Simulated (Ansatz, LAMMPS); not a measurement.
# Structural relaxation of amorphous Ge at 5.66 g/cm^3 (72 atoms), part 2 of 2

Wanted: the relaxed structure of amorphous Ge at 5.66 g/cm^3 (72 atoms) and its electronic structure.

Ansatz 0.2.0; Kohn-Sham DFT, PBE, PAW (set soft_2), plane waves.

The cell: 72 Ge. The quench rate of 20 K/ps is many orders above laboratory rates. The network of bonds at the start is that of the classical potential that made the cell. Sampling is at Γ alone, for a cell whose shortest periodic width is 12 Å.

So far. Step 4 (Relaxation): The relaxation changed the energy by -66.4 meV/atom, and atoms moved by 0.63 Å r.m.s., 1.6 Å at most. Step 7 (Functional HSE06): Forces differ from those of the single point at the relaxed geometry by 91 meV/Å r.m.s.; the pressure by -2.4 GPa and the gap by +0.16 eV. It took 8.6 min and 38 cycles; the reference's time can't be set against it, since the two runs asked for unlike analyses.

In doubt: a hybrid run on one k-point (step 7), which bears on gaps, levels and energies.

### Step 7. Functional HSE06 (continued)

Length of the force by element and coordination:

| element | coordination | atoms | mean length of the force (eV/Å) | spread | least | most |
| --- | --- | --- | --- | --- | --- | --- |
| Ge | all | 72 | 0.146 | 0.0626 | 0.0393 | 0.314 |
| Ge | 3 | 1 | 0.314 | 0 | 0.314 | 0.314 |
| Ge | 4 | 50 | 0.143 | 0.0655 | 0.0393 | 0.293 |
| Ge | 5 | 19 | 0.144 | 0.0451 | 0.0806 | 0.222 |
| Ge | 6 | 2 | 0.154 | 0.0035 | 0.151 | 0.158 |

The mean of these charges, 0.026 e, is only the charge that the projection spills.

Löwdin charges by element and coordination (they lack the spilled electrons, 0.026 e an atom on average):

```
element  coordination  atoms  mean charge (e)  spread    least     most
     Ge           all     72           0.0259  0.0328  -0.0461    0.113
     Ge             3      1           0.0553       0   0.0553   0.0553
     Ge             4     50           0.0312  0.0319   -0.046    0.113
     Ge             5     19           0.0139  0.0321  -0.0461   0.0761
     Ge             6      2          -0.0059  0.0025  -0.0084  -0.0034
```

Density of states as counts of states in windows of 1 eV (from the Fermi level), total and the larger projections:

| from (eV) | to (eV) | total | Ge p | Ge s |
| --- | --- | --- | --- | --- |
| -18 | -15 | 0.0 | 0.0 | 0.0 |
| -15 | -14 | 2.0 | 0.0 | 2.0 |
| -14 | -13 | 11.5 | 3.3 | 8.1 |
| -13 | -12 | 17.0 | 5.7 | 11.2 |
| -12 | -11 | 17.4 | 5.7 | 11.7 |
| -11 | -10 | 10.8 | 3.5 | 7.3 |
| -10 | -9 | 23.6 | 7.8 | 15.7 |
| -9 | -8 | 20.2 | 8.1 | 12.0 |
| -8 | -7 | 15.4 | 7.4 | 7.9 |
| -7 | -6 | 15.0 | 8.4 | 6.5 |
| -6 | -5 | 11.8 | 7.5 | 4.1 |
| -5 | -4 | 20.5 | 18.1 | 2.3 |
| -4 | -3 | 28.9 | 24.9 | 3.8 |
| -3 | -2 | 41.3 | 36.9 | 3.9 |
| -2 | -1 | 35.6 | 32.1 | 3.2 |
| -1 | 0 | 17.1 | 14.2 | 2.6 |
| 0 | 1 | 14.3 | 10.8 | 3.1 |
| 1 | 2 | 26.4 | 19.2 | 5.8 |
| 2 | 3 | 34.3 | 24.6 | 6.9 |
| 3 | 4 | 34.9 | 25.2 | 5.7 |
| 4 | 5 | 40.5 | 29.4 | 4.7 |

The stored curve holds about 288 of the 1008 electrons; the rest, give or take the few that broadening carries across the Fermi level, lie in deeper levels below its range.

The levels nearest the highest filled one (over half full), pooled over k-points and spins:

| level less the highest filled one (eV) | occupation |
| --- | --- |
| -0.513 | 2 |
| -0.439 | 2 |
| -0.375 | 2 |
| -0.267 | 2 |
| -0.182 | 2 |
| 0 | 2 |
| 0.526 | 0 |
| 0.726 | 0 |
| 0.790 | 0 |
| 0.874 | 0 |
| 0.979 | 0 |
| 1.01 | 0 |

### Step 8. Functional r2SCAN (500 eV)

The meta-GGA r2SCAN uses the kinetic energy density as well as the density and its gradient. Besides, the cutoff goes from 420 to 500 eV.

This step: Kohn-Sham DFT, r2SCAN, PAW (set soft_2), plane waves (Ansatz 0.2.0).

File input.yaml:

```yaml
crystal:
  lattice:
    - [11.5362, 0.0, 0.0]
    - [0.0, 11.5362, 0.0]
    - [0.0, 0.0, 11.5362]
  atoms:
    [... the 72 atom lines of step 6 ...]
kpoints:
  mp_grid: { grid: [1, 1, 1] }
hamiltonian:
  xc: r2scan
scf:
  occupations: { method: fermi_dirac, width: 0.025 }
output:
  forces: true
  stress: true
  populations: true
  dos:
    method: { smearing: { sigma: 0.08 } }
    de: 0.05
    projected: { site_lists: { Ge: [Ge] } }
  eigenvalues: true
```

On the command line:

```
> ansatz run input.yaml --threads 4 --pin off --max-ram 8192MiB --backend cpu --events-out ev --progress --plain --runs-dir out
```

Run time: 59 s. Hardware: 4 threads of Intel Xeon Platinum 8375C at 2.90GHz (Ice Lake), shared host; peak memory 5 GiB; 3.8 min of CPU time.

Geometry and reference: those of the single point at the relaxed geometry.

Forces differ from those of the single point at the relaxed geometry by 116 meV/Å r.m.s.; the pressure by -2.5 GPa and the gap by +0.015 eV. It took 59 s and 13 cycles; the reference's time can't be set against it, since the two runs asked for unlike analyses.

### Step 9. Functional PBEsol

PBEsol restores the gradient expansion of exchange for slowly varying densities and usually gives shorter bonds in solids than PBE.

This step: Kohn-Sham DFT, PBEsol, PAW (set soft_2), plane waves (Ansatz 0.2.0).

input.yaml, as its differences from that of step 8:

```diff
@@ -10,3 +10,3 @@
 hamiltonian:
-  xc: r2scan
+  xc: pbesol
 scf:
```

Run time: 24 s. Hardware: 4 threads; peak memory 2.5 GiB; 92 s of CPU time.

Geometry and reference: those of the single point at the relaxed geometry.

Forces differ from those of the single point at the relaxed geometry by 30 meV/Å r.m.s.; the pressure by -3.2 GPa.

### Step 10. All settings compared

Differences are against the single point at the relaxed geometry (Kohn-Sham DFT, PBE, PAW (set soft_2), plane waves), whose r.m.s. force component is 0.0134 eV/Å. Times are for 4 threads of Intel Xeon Platinum 8375C at 2.90GHz (Ice Lake), shared host. The reference's time includes grids, which some other runs skip.

```csv
run,"Δ force, r.m.s. (meV/Å)",Δ pressure (GPa),Δ gap (eV),cycles,time,host memory (GiB)
reference,-,-,-,13,25 s,2.5
functional HSE06,90.8,-2.44,0.163,38,8.6 min,6.2
functional r2SCAN (500 eV),116,-2.48,0.0152,13,59 s,5.0
functional PBEsol,29.7,-3.23,0.0011,13,24 s,2.5
```

### Step 11. Results

| Item | Value |
| --- | --- |
| energy change in the relaxation | -66.44 meV/atom |
| r.m.s. displacement | 0.633 Å |
| largest displacement | 1.612 Å |
| free energy per atom | -4294.7343 eV/atom |
| pressure | 4.653 GPa |
| r.m.s. force component | 0.01341 eV/Å |
| gap (highest filled to lowest empty level) | 0.3628 eV |
| wall time of the 6 DFT runs | 16 min |

**Reading.** Relaxation lowers the energy by 66.4 meV/atom and moves atoms by 0.63 Å r.m.s.; the r.m.s. force component goes from 0.26 to 0.013 eV/Å. By the final cutoffs 17 of 158 bonded pairs parted and 14 joined. From the first step to the last the energy fell by 4.784 eV, and the largest move was 1.61 Å (Ge26). The Ge-Ge bonds go from 2.530 Å (spread 0.079) to 2.547 Å (spread 0.097), and their number from 158 to 155. Counting bonds as in the table, 69 % of Ge atoms have 4 bonded neighbours. Filled and empty levels are parted by 0.363 eV (at Γ alone); a semilocal functional tends to put such gaps too low. In a disordered cell it changes from sample to sample, and tail or defect levels can set it.

Among the changes of functional, dispersion, potentials or spin set against this reference that can be judged, functional r2SCAN (500 eV) moves the forces most, by 116 meV/Å r.m.s. Left aside, for changing more than the model or being in doubt: functional HSE06 (91 meV/Å). The gap changes by +0.16 eV with HSE06.

**Limits.** The starting topology of bonds comes from the classical model; in DFT 17 of its 158 bonded pairs passed out of the cutoffs and 14 came within them. The pressure of 4.7 GPa says that the cell would expand at this level of theory.

[Logs are printed without paths, hosts, clocks, repeated set-up lines and the standing remarks that a program may print on its own settings, such as how far it seeks lower states.]

[Hosts, paths, dates, database ids (printed as entryN), source tags and the programs' standing remarks are cut or masked in the printed files.]
